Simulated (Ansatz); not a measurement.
# RbAlZn2Cl2O3: complex band structure

Wanted: the relaxed cell of RbAlZn2Cl2O3, its band edges and its decay constants. It is built by putting Rb for K, Al for B in the KZn2BCl2O3 structure of space group R32, with the volume rescaled by atomic radii. The parent structure comes from the Materials Project.

Calculated with Ansatz 0.2.0; PBE DFT, plane waves, PAW files, in the first sound run; inputs show where later runs differ.

The structure was built from a prototype and need not be the compound's stable phase.

### Step 1. Set-up

Symmetry: R32, No. 155, trigonal system. Conventional cell: a = 5.186 Å, b = 5.186 Å, c = 28.178 Å, α = 90.00°, β = 90.00°, γ = 120.00°. Rb has 6 Cl at 3.38 Å nearest. Nearest to Zn lie 3 O at 2.05 Å and 1 Cl at 2.36 Å. Nearest to Al lie 3 O at 1.43 Å. Nearest to Cl lie 1 Zn at 2.36 Å and 3 Rb at 3.38 Å. O has 1 Al at 1.43 Å and 2 Zn at 2.05 Å nearest. It derives from KZn2BCl2O3. Rb for K, Al for B in the KZn2BCl2O3 structure of space group R32. Farther neighbours and most contacts between anions are not listed.

Structure file:

```cif
data_structure
_symmetry_space_group_name_H-M 'P 1'
_symmetry_Int_Tables_number 1
_cell_length_a 9.8582
_cell_length_b 9.8582
_cell_length_c 9.8582
_cell_angle_alpha 30.497
_cell_angle_beta 30.497
_cell_angle_gamma 30.497
_cell_volume 218.73
loop_
_atom_site_label
_atom_site_type_symbol
_atom_site_fract_x
_atom_site_fract_y
_atom_site_fract_z
_atom_site_occupancy
Rb1 Rb 0.50000 0.50000 0.50000 1
Zn2 Zn 0.30572 0.30572 0.30572 1
Zn3 Zn 0.69428 0.69428 0.69428 1
Al4 Al 0.00000 0.00000 0.00000 1
Cl5 Cl 0.22196 0.22196 0.22196 1
Cl6 Cl 0.77804 0.77804 0.77804 1
O7 O 0.72332 0.00000 0.27668 1
O8 O 0.00000 0.27668 0.72332 1
O9 O 0.27668 0.72332 0.00000 1
```

### Step 2. Relaxing the new crystal

The substituted atoms don't fit the parent's cell, so cell and atoms relax together. A small smearing keeps the run stable in case the gap closes on the way.

Contents of input.yaml:

```yaml
crystal:
  lattice:
    - [2.5927588294, 1.4969300081, 9.3925863049]
    - [-2.5927588294, 1.4969300081, 9.3925863049]
    - [0.0, -2.9938600162, 9.3925863049]
  atoms:
    - { symbol: Rb, position: [0.5, 0.5, 0.5] }
    - { symbol: Zn, position: [0.305716, 0.305716, 0.305716] }
    - { symbol: Zn, position: [0.694284, 0.694284, 0.694284] }
    - { symbol: Al, position: [0.0, 0.0, 0.0] }
    - { symbol: Cl, position: [0.221962, 0.221962, 0.221962] }
    - { symbol: Cl, position: [0.778038, 0.778038, 0.778038] }
    - { symbol: O, position: [0.723321, 0.0, 0.276679] }
    - { symbol: O, position: [0.0, 0.276679, 0.723321] }
    - { symbol: O, position: [0.276679, 0.723321, 0.0] }
kpoints:
  mp_grid: { grid: [6, 6, 6] }
scf:
  occupations: { method: gaussian, width: 0.03 }
hamiltonian:
  xc: pbe
output:
  forces: true
  stress: true
relax:
  f_tol: 0.02
  max_steps: 60
  cell: {}
```

The run is started by

```sh
$ ansatz run input.yaml --threads 2 --pin off --max-ram 4096MiB --backend cpu --events-out ev --progress --plain --runs-dir out
```

Numbers of over 12 decimals in the logs are rounded to 6 here.

What it wrote:

```text
basis.fft_grid_basis auto: the FFT boxes are laid along the combinations [[1, 0, -1], [0, 1, -1], [0, 0, 1]] of the cell's own vectors, 5.186, 5.186 and 9.858 Å long. The dense box has 36×36×72 points. Along the cell's own vectors, as sized, it would have 72×72×72, 4.00 times as many. Of the 6 symmetry operations that the crystal satisfies within crystal.symmetry.tolerance (time reversal apart; of a slab, those that  [...]
Engine: ansatz 0.2.0, x86_64-unknown-linux-gnu
Pseudopotentials: kind: paw
Pseudopotential: Rb, paw, valence charge 9, recommended cutoff 420 eV (normal), Rb.paw.azcp
Pseudopotential: Zn, paw, valence charge 12, recommended cutoff 420 eV (normal), Zn.paw.azcp
Pseudopotential: Al, paw, valence charge 3, recommended cutoff 420 eV (normal), Al.paw.azcp
Pseudopotential: Cl, paw, valence charge 7, recommended cutoff 420 eV (normal), Cl.paw.azcp
Pseudopotential: O, paw, valence charge 6, recommended cutoff 420 eV (normal), O.paw.azcp
Functional definition: PBE
  parameter kappa = 0.804
  parameter beta = 0.066725
  exchange = pbe_x(kappa = kappa, mu = beta*pi^2/3)
  correlation = pbe_c(beta = beta)
Crystal: 9 atoms, lattice volume = 218.726 Å³
Basis set: ecut = 420 eV, 4279 PW (Γ), FFT grids on a1−a3, a2−a3, a3, exchange–correlation on 72×72×144 points (8 copies of the dense FFT grid, shifted against one another)
Bands: 43, of which v1, the nominal top of the filled ones, is band 34 counted from 1 (33 counted from 0)
Symmetry: 6 space group operations
Space group: R32 (ITA 155), of the structure as read, at distance tolerance 6.0e-5 Å
k-points: 32 of 216 (time reversal used)
Non-local potential: Rb, projectors of the file, l = 0: 3, l = 1: 2, l = 2: 2
Non-local potential: Zn, projectors of the file, l = 0: 2, l = 1: 2, l = 2: 3, l = 3: 1
Non-local potential: Al, projectors of the file, l = 0: 2, l = 1: 2, l = 2: 1
Non-local potential: Cl, projectors of the file, l = 0: 2, l = 1: 2, l = 2: 2
Non-local potential: O, projectors of the file, l = 0: 2, l = 1: 2, l = 2: 1
PAW form: soft (Blöchl's): semilocal exchange-correlation on the pseudo side does not see the compensation charge
PAW one-centre angular grid: Rb, 110 points (default); XC on 64 Gauss nodes
PAW one-centre angular grid: Zn, 590 points (default); XC on 64 Gauss nodes
PAW one-centre angular grid: Al, 110 points (default); XC on 64 Gauss nodes
PAW one-centre angular grid: Cl, 110 points (default); XC on 64 Gauss nodes
PAW one-centre angular grid: O, 110 points (default); XC on 64 Gauss nodes
Initial density: superposition of atomic densities (neutral atoms: chi_scale 0, normalization atom), corrected by the library's trained network
Initial wavefunctions: pseudopotential atomic-orbital guess
Functional: x = pbe(κ = 0.804, μ = 0.219515), c = pbe(β = 0.066725)
SCF iter   1: F=—  HF=-14307.845764 eV  |F-HF|=—  |Δ(HF+E_count)|=         —  Δρ=1.24e-3  dr2=5.75e-3  ethr=1.77e-3  ⟨swp⟩=8.1  Hψ=6863  notcnv=0  defer=12
preconditioner: auto → Resta (q_TF=auto, 2.246 Å⁻¹)  ε∞=3.8  [insulator: Δε(μ)=3.290 eV  Ē_g=12.286 eV  σ=0.030 eV  W_gap=1.00  n_scr=36 (ndim 8)  ℏωp=20.4 eV  f_vac=0.257  D(μ)=0.00/eV (n_scr^D=0)  ε∞_Penn≈3.8]
SCF iter   2: F=—  HF=-14307.847588 eV  |F-HF|=—  |Δ(HF+E_count)|=   1.82e-3  Δρ=7.12e-4  dr2=2.21e-3  ethr=8.46e-6  ⟨swp⟩=2.2  Hψ=2244  notcnv=0  defer=100
SCF iter   3: F=—  HF=-14307.848469 eV  |F-HF|=—  |Δ(HF+E_count)|=   8.82e-4  Δρ=3.87e-4  dr2=4.54e-4  ethr=3.25e-6  ⟨swp⟩=2.0  Hψ=2254  notcnv=0  defer=100
SCF iter   4: F=—  HF=-14307.848392 eV  |F-HF|=—  |Δ(HF+E_count)|=   7.78e-5  Δρ=1.33e-4  dr2=5.34e-5  ethr=6.68e-7  ⟨swp⟩=2.0  Hψ=2134  notcnv=0  defer=100
SCF iter   5: F=—  HF=-14307.848433 eV  |F-HF|=—  |Δ(HF+E_count)|=   4.09e-5  Δρ=6.01e-5  dr2=6.37e-6  ethr=7.86e-8  ⟨swp⟩=2.0  Hψ=2071  notcnv=0  defer=100
SCF iter   6: F=—  HF=-14307.848432 eV  |F-HF|=—  |Δ(HF+E_count)|=   3.17e-7  Δρ=3.30e-5  dr2=1.92e-6  ethr=9.36e-9  ⟨swp⟩=2.0  Hψ=2071  notcnv=0  defer=100
SCF iter   7: F=—  HF=-14307.848432 eV  |F-HF|=—  |Δ(HF+E_count)|=   2.37e-7  Δρ=8.35e-6  dr2=2.27e-7  ethr=2.83e-9  ⟨swp⟩=2.0  Hψ=2071  notcnv=0  defer=100
SCF iter   8: F=-14307.848432 eV  HF=-14307.848432 eV  |F-HF|=2.21e-8  |Δ(HF+E_count)|=   1.95e-7  Δρ=2.71e-6  dr2=3.31e-8  ethr=1.47e-10  ⟨swp⟩=4.0  Hψ=4572  notcnv=0
SCF 1 converged in 8 iterations: F = -14307.848432 eV  dr2 = 3.31e-8
  greatest PAW one-centre occupation: 0.988 electrons in one spin orbital (limit 2), on the Zn atom at site 2 (counted from 0), in its partial waves of l = 2
relax step   1: F+E_penalty+E_count = -14307.84843225 eV  Δ(F+E_penalty+E_count) = +0.000e0 eV  max|allowed force component| = 1.637e1 eV/Å  Δτ_max = 0.0000 Å  P = +13.956 GPa  Ω = 218.726 Å³  (8 SCF iters, dr2 threshold 1.00e-7 eV, accepted)
Crystal: 9 atoms, lattice volume = 220.959 Å³
Basis set: ecut = 420 eV, 4321 PW (Γ), FFT grids on a1−a3, a2−a3, a3, exchange–correlation on 72×72×144 points (8 copies of the dense FFT grid, shifted against one another)
Initial density: handed on by an earlier stage of this run
Initial wavefunctions: those handed on with the density
iter 1 solved again at ethr=4.11e-4 eV; its pass at ethr=3.10e-3 eV (dr2=2.80e-1 eV) is discarded
SCF iter   1: F=—  HF=-14311.688529 eV  |F-HF|=—  |Δ(HF+E_count)|=         —  Δρ=1.26e-2  dr2=2.82e-1  ethr=4.11e-4  ⟨swp⟩=2.6  Hψ=6992  notcnv=0
preconditioner: auto → Resta (q_TF=auto, 2.242 Å⁻¹)  ε∞=3.7  [insulator: Δε(μ)=3.327 eV  Ē_g=12.291 eV  σ=0.030 eV  W_gap=1.00  n_scr=36 (ndim 8)  ℏωp=20.3 eV  f_vac=0.257  D(μ)=0.00/eV (n_scr^D=0)  ε∞_Penn≈3.7]
SCF iter   2: F=—  HF=-14311.575618 eV  |F-HF|=—  |Δ(HF+E_count)|=   1.13e-1  Δρ=5.81e-3  dr2=4.06e-2  ethr=4.11e-4  ⟨swp⟩=3.3  Hψ=2647  notcnv=0
SCF iter   3: F=—  HF=-14311.558233 eV  |F-HF|=—  |Δ(HF+E_count)|=   1.74e-2  Δρ=2.62e-3  dr2=1.30e-2  ethr=5.97e-5  ⟨swp⟩=3.1  Hψ=3003  notcnv=0  defer=99
SCF iter   4: F=—  HF=-14311.554329 eV  |F-HF|=—  |Δ(HF+E_count)|=   3.90e-3  Δρ=3.94e-4  dr2=3.56e-4  ethr=1.91e-5  ⟨swp⟩=2.0  Hψ=2498  notcnv=0  defer=99
SCF iter   5: F=—  HF=-14311.554360 eV  |F-HF|=—  |Δ(HF+E_count)|=   3.16e-5  Δρ=1.98e-4  dr2=8.58e-5  ethr=5.24e-7  ⟨swp⟩=2.1  Hψ=2145  notcnv=0  defer=99
SCF iter   6: F=—  HF=-14311.554364 eV  |F-HF|=—  |Δ(HF+E_count)|=   3.96e-6  Δρ=4.39e-5  dr2=7.41e-6  ethr=1.26e-7  ⟨swp⟩=2.0  Hψ=2077  notcnv=0  defer=99
SCF iter   7: F=-14311.554369 eV  HF=-14311.554369 eV  |F-HF|=4.55e-7  |Δ(HF+E_count)|=   4.90e-6  Δρ=2.25e-5  dr2=8.44e-7  ethr=1.32e-9  ⟨swp⟩=5.0  Hψ=5754  notcnv=0
SCF 2 converged in 7 iterations: F = -14311.554369 eV  dr2 = 8.44e-7
[...]
SCF iter   5: F=—  HF=-14312.850114 eV  |F-HF|=—  |Δ(HF+E_count)|=   7.90e-5  Δρ=1.06e-4  dr2=2.48e-5  ethr=3.15e-7  ⟨swp⟩=2.0  Hψ=2633  notcnv=0  defer=12
SCF iter   6: F=—  HF=-14312.850118 eV  |F-HF|=—  |Δ(HF+E_count)|=   3.54e-6  Δρ=3.50e-5  dr2=3.91e-6  ethr=3.64e-8  ⟨swp⟩=2.8  Hψ=2663  notcnv=0  defer=12
SCF iter   7: F=—  HF=-14312.850120 eV  |F-HF|=—  |Δ(HF+E_count)|=   1.70e-6  Δρ=3.38e-5  dr2=1.68e-6  ethr=1.32e-9  ⟨swp⟩=6.0  Hψ=6545  notcnv=0
SCF iter   8: F=-14312.850119 eV  HF=-14312.850119 eV  |F-HF|=1.49e-7  |Δ(HF+E_count)|=   3.49e-7  Δρ=9.32e-6  dr2=1.78e-7  ethr=1.32e-9  ⟨swp⟩=5.0  Hψ=5504  notcnv=0
SCF 3 converged in 8 iterations: F = -14312.850119 eV  dr2 = 1.78e-7
  greatest PAW one-centre occupation: 0.987 electrons in one spin orbital (limit 2), on the Zn atom at site 1 (counted from 0), in its partial waves of l = 2
relax step   3: F+E_penalty+E_count = -14312.85011918 eV  Δ(F+E_penalty+E_count) = -1.296e0 eV  max|allowed force component| = 2.465e0 eV/Å  Δτ_max = 0.0661 Å  P = +2.541 GPa  Ω = 221.569 Å³  energy of the carried Pulay correction = -3.356e-3 eV  (8 SCF iters, dr2 threshold 9.00e-7 eV, accepted)
[...]
relax step   4: F+E_penalty+E_count = -14313.07265569 eV  Δ(F+E_penalty+E_count) = -2.225e-1 eV  max|allowed force component| = 6.575e-1 eV/Å  Δτ_max = 0.0392 Å  P = +0.782 GPa  Ω = 221.873 Å³  energy of the carried Pulay correction = -3.713e-3 eV  (7 SCF iters, dr2 threshold 9.00e-7 eV, accepted)
[...]
relax step   5: F+E_penalty+E_count = -14313.09298468 eV  Δ(F+E_penalty+E_count) = -2.033e-2 eV  max|allowed force component| = 9.920e-2 eV/Å  Δτ_max = 0.0213 Å  P = -0.063 GPa  Ω = 222.903 Å³  energy of the carried Pulay correction = -4.916e-3 eV  (6 SCF iters, dr2 threshold 9.00e-7 eV, accepted)
[...]
relax step   6: F+E_penalty+E_count = -14313.09366416 eV  Δ(F+E_penalty+E_count) = -6.795e-4 eV  max|allowed force component| = 8.177e-3 eV/Å  Δτ_max = 0.0030 Å  P = +0.004 GPa  Ω = 222.753 Å³  energy of the carried Pulay correction = -4.741e-3 eV  (4 SCF iters, dr2 threshold 6.15e-7 eV, accepted)
[...]
relax step   7: F+E_penalty+E_count = -14313.11093114 eV  Δ(F+E_penalty+E_count) = -1.727e-2 eV  max|allowed force component| = 7.177e-3 eV/Å  Δτ_max = 0.0000 Å  P = +0.125 GPa  Ω = 222.753 Å³  stress off target by 2.18e-1 GPa  SCF on the basis re-selected at this cell (its energy is not comparable with the rows above)  (8 SCF iters)
[...]
relax step   8: F+E_penalty+E_count = -14313.11181790 eV  Δ(F+E_penalty+E_count) = -8.868e-4 eV  max|allowed force component| = 6.910e-3 eV/Å  Δτ_max = 0.0039 Å  P = +0.036 GPa  Ω = 222.750 Å³  energy of the carried Pulay correction = +4.442e-5 eV  (6 SCF iters, dr2 threshold 1.19e-7 eV, accepted)
[...]
relax step   9: F+E_penalty+E_count = -14313.11235032 eV  Δ(F+E_penalty+E_count) = -5.324e-4 eV  max|allowed force component| = 3.479e-3 eV/Å  Δτ_max = 0.0059 Å  P = -0.002 GPa  Ω = 222.463 Å³  energy of the carried Pulay correction = +4.324e-4 eV  (7 SCF iters, dr2 threshold 1.18e-8 eV, accepted)
iter 1 solved again at ethr=4.56e-8 eV; its pass at ethr=3.10e-3 eV (dr2=3.10e-5 eV) is discarded
SCF iter   1: F=—  HF=-14313.111454 eV  |F-HF|=—  |Δ(HF+E_count)|=         —  Δρ=4.86e-5  dr2=2.48e-7  ethr=4.56e-8  ⟨swp⟩=3.1  Hψ=10896  notcnv=0
preconditioner: auto → Resta (q_TF=auto, 2.239 Å⁻¹)  ε∞=3.8  [insulator: Δε(μ)=3.296 eV  Ē_g=12.166 eV  σ=0.030 eV  W_gap=1.00  n_scr=36 (ndim 8)  ℏωp=20.2 eV  f_vac=0.242  D(μ)=0.00/eV (n_scr^D=0)  ε∞_Penn≈3.8]
SCF iter   2: F=—  HF=-14313.111814 eV  |F-HF|=—  |Δ(HF+E_count)|=   3.60e-4  Δρ=2.47e-5  dr2=6.97e-8  ethr=3.65e-10  ⟨swp⟩=2.0  Hψ=2332  notcnv=0
SCF iter   3: F=—  HF=-14313.111925 eV  |F-HF|=—  |Δ(HF+E_count)|=   1.11e-4  Δρ=3.31e-6  dr2=9.57e-9  ethr=1.03e-10  ⟨swp⟩=2.0  Hψ=2432  notcnv=0
SCF iter   4: F=—  HF=-14313.111926 eV  |F-HF|=—  |Δ(HF+E_count)|=   4.94e-7  Δρ=4.79e-7  dr2=3.94e-10  ethr=1.41e-11  ⟨swp⟩=2.0  Hψ=2176  notcnv=0
SCF iter   5: F=—  HF=-14313.111926 eV  |F-HF|=—  |Δ(HF+E_count)|=  6.08e-10  Δρ=1.94e-7  dr2=9.55e-11  ethr=1.00e-12  ⟨swp⟩=5.0  Hψ=4899  notcnv=0
SCF iter   6: F=-14313.111926 eV  HF=-14313.111926 eV  |F-HF|=3.64e-12  |Δ(HF+E_count)|=  3.86e-10  Δρ=1.56e-7  dr2=3.83e-11  ethr=1.00e-12  ⟨swp⟩=4.0  Hψ=4478  notcnv=0
SCF 10 converged in 6 iterations: F = -14313.111926 eV  dr2 = 3.83e-11
relax step  10: F+E_penalty+E_count = -14313.11192556 eV  Δ(F+E_penalty+E_count) = +4.248e-4 eV  max|allowed force component| = 3.392e-3 eV/Å  Δτ_max = 0.0000 Å  P = -0.002 GPa  Ω = 222.463 Å³  stress off target by 1.61e-2 GPa  SCF on the basis re-selected at this cell (its energy is not comparable with the rows above)  (6 SCF iters)
basis re-selected at this cell: Δ(F+E_penalty+E_count) = +4.248e-4 eV, ΔP = -0.000 GPa vs the last step (what re-selecting the basis moved, of the pressure what is left beyond the Pulay correction that the steps carried, after the strain that the cell walked since its last selection, with what the two solves' SCF thresholds leave and, on support functions, any second-order correction that the steps lacked; it is no m [...]
SCF converged after 6 iterations
Free energy (F): -14313.111926 eV
Harris-Foulkes:  -14313.111926 eV  (|F-HF|=3.64e-12)
Internal energy: -14313.111926 eV  (E = F + TS)
E sigma→0 (E₀):  -14313.111926 eV
Fermi energy:    2.412368 eV
--- Per-component energies (eV) ---
  E_band       = -316.864926
  E_kinetic    = 1326.476044
  E_local      = -9115.019824  (includes V_loc(G=0)·N_el)
  E_nonlocal   = 1623.627818
  E_hartree    = 3796.510694
  E_xc         = -878.049608
  E_vxc        = -793.146793  (∫ρ·V_xc dr)
  E_paw        = -8544.305996  (= ΣΔE_a)
  E_vpaw       = -951.830189  (= ΣTr[D̂ρ^β])
  E_aug_tail   = 0.006950  (compensation charges beyond the density's cutoff)
  E_ewald      = -2522.358003
  E_smearing   = -0.000000  (= −TS)
  E_closure    = -0.000000  (closes the sum)
  Σ components = -14313.111926   (vs F -14313.111926, Δ=0.00e0)
--- Forces (eV/Å), atoms counted from 1 ---
  atom   1  Rb    -0.00000000    -0.00000000     0.00000000
  atom   2  Zn     0.00000000    -0.00000000     0.00339220
  atom   3  Zn     0.00000000    -0.00000000    -0.00339220
  atom   4  Al     0.00000000    -0.00000000    -0.00000000
  atom   5  Cl     0.00000000    -0.00000000    -0.00217733
  atom   6  Cl     0.00000000     0.00000000     0.00217733
  atom   7  O     -0.00023165    -0.00040123    -0.00000000
  atom   8  O     -0.00023165     0.00040123    -0.00000000
  atom   9  O      0.00046331     0.00000000     0.00000000
  max |Σ_I F_I| component: 1.99e-17 eV/Å
--- Stress (GPa, compression-positive) ---
        0.005174       0.000000       0.000000
        0.000000       0.005174      -0.000000
        0.000000      -0.000000      -0.016125
  P = ⅓ Tr σ = -0.0019 GPa (-0.019 kbar)
--- Relaxed structure (8 steps of the walk, 8 accepted, 2 SCFs on fresh bases) ---
  F+E_penalty+E_count = -14313.11192556 eV   max|allowed force component| = 3.392e-3 eV/Å   (the final SCF, on the basis selected at the relaxed cell)
  cell:  # Å, volume = 222.4633 Å³
    - [2.707998, 1.563463, 8.757317]
    - [-2.707998, 1.563463, 8.757317]
    - [-1.6120463454190266e-17, -3.126927, 8.757317]
  atoms:
    - { symbol: Rb, position: [0.5, 0.5, 0.5] }
    - { symbol: Zn, position: [0.308258, 0.308258, 0.308258] }
    - { symbol: Zn, position: [0.691742, 0.691742, 0.691742] }
    - { symbol: Al, position: [2.7067114629932675e-19, -3.240530546577414e-19, 0] }
    - { symbol: Cl, position: [0.220498, 0.220498, 0.220498] }
    - { symbol: Cl, position: [0.779502, 0.779502, 0.779502] }
    - { symbol: O, position: [0.684674, 1.6653345369377348e-16, 0.315326] }
    - { symbol: O, position: [0.0, 0.315326, 0.684674] }
    - { symbol: O, position: [0.315326, 0.684674, -5.551115123125783e-17] }
```

It took 37 s on 2 threads of AMD EPYC 9R45, shared host; peak memory 0.7 GiB.

Relaxation path:

```csv
step,energy less that of the first step (eV),largest force component (eV/Å),pressure (GPa),volume (Å³)
1,0.0000,16.3743,13.96,218.73
2,-3.7059,7.3146,6.50,220.96
3,-5.0017,2.4654,2.54,221.57
4,-5.2242,0.6575,0.78,221.87
5,-5.2446,0.0992,-0.06,222.90
6,-5.2452,0.0082,0.00,222.75
7*,-5.2625,0.0072,0.12,222.75
8,-5.2634,0.0069,0.04,222.75
9,-5.2639,0.0035,0.00,222.46
10*,-5.2635,0.0034,0.00,222.46
```

Relaxation steps marked * repeat the geometry before them on a plane-wave basis chosen anew for their cell, so energy and pressure can jump there.

The run keeps the 6 symmetry operations that it works with, so distortions that break them were not tested.

```csv
"conventional cell, symmetrised",before,after,change
a (Å),5.186,5.416,+4.4 %
b (Å),5.186,5.416,+4.4 %
c (Å),28.178,26.272,-6.8 %
volume (Å³/atom),24.30,24.72,+1.7 %
```

The atoms that moved most (Å, as changes of fractional coordinates times the final cell):

```csv
atom,dx,dy,dz,length
O9,0.209,0.000,0.000,0.209
O7,-0.105,-0.181,0.000,0.209
O8,-0.105,0.181,0.000,0.209
Zn3,0.000,0.000,-0.067,0.067
Zn2,0.000,0.000,0.067,0.067
Cl6,0.000,0.000,0.038,0.038
Cl5,0.000,0.000,-0.038,0.038
```

Numbers from this step:

* free energy: -14313.1119 eV
* Fermi energy: 2.412 eV
* pressure: -0.001926 GPa

The largest force component on a free atom ends at 0.0034 eV/Å.

(Continued in part 2 of 3.)

[Logs are printed without paths, hosts, clocks, repeated set-up lines and the standing remarks that a program may print on its own settings, such as how far it seeks lower states.]

[Hosts, paths, dates, database ids (printed as entryN), source tags and the programs' standing remarks are cut or masked in the printed files.]
